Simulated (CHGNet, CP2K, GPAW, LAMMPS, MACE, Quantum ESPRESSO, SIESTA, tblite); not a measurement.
# Running glassy 68SiO2-14MgO-11ZnO-7BaO (mol %) (75 atoms) with tblite

How near does tblite come to plane waves for glassy 68SiO2-14MgO-11ZnO-7BaO (mol %) (75 atoms)?

Main program and level: tblite 0.8.0; the method is named at each step.

**1. The starting structure**

The cell holds 75 atoms: 19 Si, 4 Mg, 3 Zn, 2 Ba and 47 O. Its edges and angles: a = 9.925 Å, b = 9.925 Å, c = 9.925 Å, α = 90.0°, β = 90.0°, γ = 90.0°. 75 atoms (19 Si, 4 Mg, 3 Zn, 2 Ba, 47 O) placed at random at 3.15 g/cm³, melted at 4000 K for 10 ps at fixed volume with the Morse and Coulomb pair potential with partial charges (Pedone, Malavasi, Menziani, Cormack and Segre, J. Phys. Chem. B 110, 11780 (2006)). Quenched from 4000 K to 300 K at 25 K/ps and fixed volume, held 5 ps, then minimised at fixed cell.

The yardstick, on the same geometry:

```
method                                           : Kohn-Sham DFT, PBE, SSSP efficiency 1.3.0 pseudopotentials, plane waves (Quantum ESPRESSO 7.5); sssp-pbe-1.3.0-efficiency, cutoffs 60/480 Ry, Γ point
r.m.s. force component                           : 0.9872 eV/Å
longest force                                    : 3.172 eV/Å
pressure                                         : 6.011 GPa
gap (highest filled to lowest empty level) : 3.666 eV
time                                             : 4.2 min on 4 MPI ranks of Intel Xeon Platinum 8259CL at 2.50GHz (Skylake/Cascade Lake), shared host
CPU time                                         : 17 min
```

**2. GFN1-xTB**

Method: GFN1-xTB tight binding, diagonalisation.

Input file run.py:

```python
import numpy as np
from ase.io import read
from tblite.ase import TBLite

atoms = read("structure.xyz")
atoms.calc = TBLite(method="GFN1-xTB", electronic_temperature=580, accuracy=1.0, max_iterations=250, mixer_damping=0.4, verbosity=1)
energy = atoms.get_potential_energy()
forces = atoms.get_forces()
print(f"energy {energy:.6f} eV")
print("forces (eV/A)")
for i, (a, f) in enumerate(zip(atoms, forces)):
    print(f"{i:4d} {a.symbol:2s} {f[0]:10.5f} {f[1]:10.5f} {f[2]:10.5f}")
stress = -atoms.get_stress(voigt=False) * 160.21766
print("stress (GPa, compression positive)")
for row in stress:
    print(" ".join(f"{x:10.4f}" for x in row))
print("charges (e)")
print(np.array2string(atoms.get_charges(), precision=4, suppress_small=True, max_line_width=110, threshold=100000))
```

Input file structure.xyz:

```xyz
75
Lattice="9.92530 0.00000 0.00000 0.00000 9.92530 0.00000 0.00000 0.00000 9.92530" Properties=species:S:1:pos:R:3 pbc="T T T"
Si 3.98402 4.32495 7.05609
Si 8.09190 8.09974 5.41058
Si 3.62144 3.34502 0.03246
Si 5.81543 0.17081 4.40922
Si 5.78595 8.82349 8.87183
Si 7.11227 6.00620 9.26725
Si 9.79061 3.00429 5.49266
Si 2.08451 6.53085 8.29844
Si 4.61834 7.21440 3.47088
Si 3.74879 3.01173 4.12773
Si 8.73972 9.60809 7.95394
Si 6.14436 5.80322 5.69405
Si 2.06982 0.71403 4.88424
Si 8.65645 3.20329 1.06538
Si 9.26616 7.96853 0.63969
Si 2.87228 9.41395 7.66144
Si 9.47638 4.72434 8.21378
Si 2.62653 5.98764 1.35798
Si 1.02906 3.88754 2.78474
Mg 0.91839 1.92819 8.82468
Mg 6.95108 2.94513 3.94699
Mg 5.82595 4.77010 1.92700
Mg 6.62732 8.77655 2.18257
Zn 6.01632 1.27292 1.14796
Zn 8.57596 5.42835 3.67097
Zn 0.06958 8.47442 3.13242
Ba 6.76717 2.47626 7.69975
Ba 2.84132 9.84620 1.45733
O 2.64718 0.06243 6.19914
O 2.46803 3.53817 3.29341
O 5.60551 1.13228 5.57147
O 9.28631 1.13079 7.94977
O 6.37641 4.82509 0.00883
O 7.08448 9.57911 8.23413
O 4.43443 9.12334 8.08396
O 0.73616 7.83811 1.35838
O 0.15702 4.13160 4.19701
O 2.22823 0.43890 8.73962
O 9.32343 8.77416 9.18924
O 9.21177 3.84268 9.56779
O 6.18416 0.89784 3.03913
O 3.64040 3.55961 5.68372
O 4.79253 8.80394 3.82531
O 2.15657 7.96545 7.69439
O 5.45336 4.95114 6.82136
O 3.71832 4.71571 0.99888
O 2.64628 6.62395 9.81711
O 2.07072 3.18533 9.75191
O 2.97322 5.48859 7.44417
O 3.32825 1.43282 4.09319
O 8.02540 5.40522 8.03939
O 4.37845 2.17523 0.72216
O 3.35247 6.85302 2.54187
O 8.39730 2.40788 5.17922
O 4.85377 6.36291 4.78687
O 1.05337 1.93692 5.32125
[... 15 atom lines left out ...]
O 5.64690 9.32750 0.48247
O 6.97302 7.11376 6.03419
O 8.31313 6.68439 0.30471
O 8.90984 8.81248 6.56628
```

Launch:

```sh
$ OMP_NUM_THREADS=1 python run.py > output.txt
```

What it wrote:

```text
------------------------------------------------------------
  cycle        total energy    energy error   density error
------------------------------------------------------------
      1     -241.5976175967  -2.4280411E+02   1.0932569E+00
      2      1348.100559963   1.5896982E+03   1.4964434E+00
      3      583.1532268860  -7.6494733E+02   1.2883300E+00
      4      522.8189291702  -6.0334298E+01   1.0355428E+00
      5      176.5261330892  -3.4629280E+02   6.7908988E-01
      6      705.8910169938   5.2936488E+02   9.5576579E-01
      7     -226.2790822395  -9.3217010E+02   2.8497293E-01
      8     -226.1299200287   1.4916221E-01   2.3941966E-01
      9     -268.5064952944  -4.2376575E+01   1.0739678E-01
     10     -108.9540072773   1.5955249E+02   3.7625593E-01
     11      10.27342869090   1.1922744E+02   4.9441681E-01
     12     -4.087366066668  -1.4360795E+01   4.8225008E-01
     13     -7.400997195243  -3.3136311E+00   4.7884511E-01
     14     -265.4979358977  -2.5809694E+02   8.8760441E-02
     15     -261.6972889406   3.8006470E+00   9.4154253E-02
     16     -269.6966629564  -7.9993740E+00   3.8202869E-02
     17     -269.7528830524  -5.6220096E-02   3.2586287E-02
     18     -270.3554192558  -6.0253620E-01   2.1944610E-02
     19     -270.6632433788  -3.0782412E-01   1.1742529E-02
     20     -270.6747564198  -1.1513041E-02   1.1148157E-02
     21     -270.8188550459  -1.4409863E-01   2.5765556E-03
     22     -270.8122225061   6.6325398E-03   3.1694985E-03
     23     -270.8135287744  -1.3062683E-03   2.8066767E-03
     24     -270.8219586929  -8.4299185E-03   6.6494004E-04
     25     -270.8222779299  -3.1923700E-04   3.0598751E-04
     26     -270.8223450341  -6.7104205E-05   1.9092108E-04
     27     -270.8223858209  -4.0786806E-05   4.8455239E-05
     28     -270.8223860676  -2.4668805E-07   4.2144275E-05
     29     -270.8223871928  -1.1252204E-06   2.9407302E-05
     30     -270.8223881593  -9.6651536E-07   3.2013291E-06
------------------------------------------------------------
 total:                                  10.032 sec
energy -7369.452548 eV
forces (eV/A)
   0 Si    0.29212   -0.60038   -0.21763
   1 Si   -0.29708   -0.63163   -0.63263
   2 Si   -0.47904    1.26238    0.08741
   3 Si   -0.72701   -1.81358   -0.76038
   4 Si    0.89165    0.27214    0.44336
   5 Si    1.28314    0.76948    0.08161
   6 Si    0.82950    1.10328   -0.36739
   7 Si    0.34059   -1.05585    0.58629
   8 Si    1.00502    1.12119   -0.37669
   9 Si    0.13544   -0.26326    0.72607
  10 Si   -1.21204   -0.48004    0.09732
  11 Si   -0.56292    0.72765   -0.80207
  12 Si    0.11953    1.30085   -0.93576
  13 Si    0.77112    1.33755    0.48988
  14 Si   -0.64436   -0.91065    0.35182
  15 Si    0.50601    0.20601    0.87528
  16 Si   -1.01631   -0.89255    0.18872
  17 Si    0.35717   -0.47316    0.36872
  18 Si   -1.39515    0.39791    0.44797
  19 Mg   -0.01413    0.09801    0.07946
  20 Mg   -0.15685    0.08299    0.67913
  21 Mg   -0.24808    0.57459   -0.49960
  22 Mg    0.16810   -0.69507   -0.25869
  23 Zn    0.06847    0.18067    0.15672
[...]
67 O    -0.09536    1.02717   -0.01122
  68 O     2.15639   -0.41041   -2.00598
  69 O    -1.09832    1.61856   -0.52003
  70 O     0.27467   -0.35190    0.00955
  71 O    -0.61732    1.20058    2.44716
  72 O     0.18220    0.48817    1.84777
  73 O    -0.13181   -0.85430    0.83383
  74 O     1.77890    0.10554   -0.24785
stress (GPa, compression positive)
   -3.5062    -0.4615    -0.0666
   -0.4615    -3.0670    -2.7858
   -0.0666    -2.7858    -4.7555
charges (e)
[ 0.9469  0.9483  0.932   0.9283  0.9282  0.9617  0.9416  0.9665  0.9325  0.9697  0.9329  0.9663  0.9351
  0.9436  0.923   0.9343  0.9544  0.979   0.9731  0.7871  0.8261  0.8473  0.8579  1.0826  1.1689  1.1026
  1.3535  1.3253 -0.4456 -0.461  -0.713  -0.7143 -0.6916 -0.5495 -0.4992 -0.736  -0.5521 -0.7489 -0.4797
 -0.5065 -0.7421 -0.4778 -0.5745 -0.463  -0.5103 -0.5135 -0.4778 -0.6786 -0.456  -0.5251 -0.5148 -0.7667
 -0.5273 -0.7057 -0.4841 -0.4676 -0.7249 -0.6737 -0.7116 -0.7431 -0.4561 -0.7102 -0.7032 -0.5227 -0.5094
 -0.5457 -0.7345 -0.4288 -0.7222 -0.4672 -0.5096 -0.7756 -0.4634 -0.5033 -0.461 ]
```

The job ended after 11 s (1 thread of Intel Xeon Platinum 8259CL at 2.50GHz (Skylake/Cascade Lake), shared host; peak memory 0.11 GiB).

Banners, paths, timers and routine set-up lines are dropped from the logs unmarked, and long logs keep their key lines alone; longer cuts are marked.

Against the reference:

```
r.m.s. force component                  : 1.255 eV/Å
r.m.s. difference of force components   : 634.6 meV/Å
longest difference of force vectors     : 2217 meV/Å
force difference over r.m.s. force      : 64.29 %
slope of forces against the reference's : 1.101
correlation of force components         : 0.8663
pressure                                : -3.776 GPa
pressure difference                     : -9.787 GPa
```

Length of the force difference by element (eV/Å):

```
element  atoms  mean  most
     Ba      2  0.76   1.0
     Mg      4  0.48  0.68
      O     47  0.87   2.2
     Si     19   1.3   2.0
     Zn      3  0.59  0.79
```

Local excerpt of 9 atoms (numbers count through the whole input) about O52, which bears the longest force; x, y, z are measured from there.

```
atom      x      y      z  distance (Å)  bonds  Mulliken charge (e)     Fx     Fy  Fz (eV/Å)
 O52   0.00   0.00   0.00          0.00      3                -0.77   2.23  -3.38       1.58
 Si3  -0.76   1.17  -0.69          1.55      4                 0.93  -0.48   1.26       0.09
Zn24   1.64  -0.90   0.43          1.92      4                 1.08   0.07   0.18       0.16
 O66  -0.25   1.26  -2.26          2.60      3                -0.55   1.67  -1.37      -0.42
 O46  -0.66   2.54   0.28          2.64      3                -0.51   1.30   0.38       0.87
 O48  -2.31   1.01  -0.90          2.67      2                -0.68  -3.25  -1.78      -0.41
Ba28  -1.54  -2.25   0.74          2.83      8                 1.33   0.86   0.01      -0.62
 O72   1.27  -2.77  -0.24          3.06      4                -0.78  -0.62   1.20       2.45
 O58   0.70   1.36   2.75          3.14      3                -0.67   2.81   0.46      -1.53
```

Atoms are counted from 1 here, from 0 in the log.

Forces lie 64 % from the reference's, at 0.011 times its CPU time (on 1 against 4 cores).

**3. Results**

```yaml
force_difference_from_the_reference: tblite GFN1-xTB, 64 %
its_cpu_time: 11 s
```

In words: Tight binding differs by 64 % (tblite GFN1-xTB); it is another model, with fitted parameters of its own, and the xTB methods hold dispersion. One electronic-structure run takes under half the reference's CPU time: tblite GFN1-xTB, at 64 % in 11 s against 17 min, too far off to be of use; its pressure misses by -9.8 GPa. Periodic xTB results under one method name differ between programs and library versions. The reference's pressure holds the uncorrected Pulay stress of its 60 Ry basis, so small pressure differences, and their order, may be the reference's own error. The quench rate of 25 K/ps is many orders above laboratory rates, so the cell is likely richer in defects and strain than a real sample. The network of bonds at the start is that of the classical potential that made the cell, and needn't be the one that DFT or experiment would give. The reference's pressure of 6.0 GPa belongs to a cell and atoms that aren't relaxed at this level. The electronic-structure runs sample only Γ, in a cell whose shortest periodic width is 10 Å. Spin–orbit coupling is left out, which matters for the levels of the heavy elements.

[Also dropped from logs without a mark: logging warnings of Python, and SIESTA's first energy breakdown and zero terms.]

[Logs are printed without paths, hosts, clocks, repeated set-up lines and the standing remarks that a program may print on its own settings, such as how far it seeks lower states.]

[Hosts, paths, dates, database ids (printed as entryN), source tags and the programs' standing remarks are cut or masked in the printed files.]
